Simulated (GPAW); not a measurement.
# Calculated records

**SrCl2 (Fm-3m): one start, several treatments of the self-energy**

The structure is cubic, space group Fm-3m (No. 225). Conventional cell: a = 6.977 Å, b = 6.977 Å, c = 6.977 Å, α = 90.00°, β = 90.00°, γ = 90.00°. Nearest to Sr lie 8 Cl at 3.02 Å. Nearest to Cl lie 4 Sr at 3.02 Å. Farther neighbours and most contacts between anions are not listed.

```yaml
method: DFT, LDA, plane waves, PAW (and 3 further levels or steps)
program: GPAW 26.7.0
settings_of_one_run: cutoff 450 eV, GPAW PAW setups 1.2.1 data release, 4×4×4 k-mesh, nbands 295
cost: 6 runs, 6.4 min in all on 4 MPI ranks of Arm Neoverse V1, shared host (the runs of this entry)
notes: The cell and positions come from the Crystallography Open Database and are kept as given unless a step says otherwise. Limits: no spin-orbit coupling. Bands and cutoff are finite, so the gap is not at the basis limit. The miss can reach some tenths of an eV and take either sign; the mesh is an error of its own.
g0w0_godby_needs_plasmon_pole: 7.189 eV
one_shot_hse06: 6.632 eV
g0w0_extrapolated_in_the_cutoff: 7.523 eV
one_shot_pbe0: 7.406 eV
g0w0_full_frequency_hilbert_transform: 7.193 eV
known_limits: not at the basis limit; no spin-orbit coupling
```

One-shot HSE06: −0.558 eV against G0W0, Godby-Needs plasmon pole. G0W0, extrapolated in the cutoff: +0.333 eV against G0W0, Godby-Needs plasmon pole, at other bands or cutoff, so not like for like.

[Paths, hosts, dates, memory and timing lines, banners, echoed tables and standing remarks are left out of the program output.]

[Logs are printed without paths, hosts, clocks, repeated set-up lines and the standing remarks that a program may print on its own settings, such as how far it seeks lower states.]

[Runs of the session that timed out or met a known fault of the program may be left out.]

[Hosts, paths, dates, database ids (printed as entryN), source tags and the programs' standing remarks are cut or masked in the printed files.]
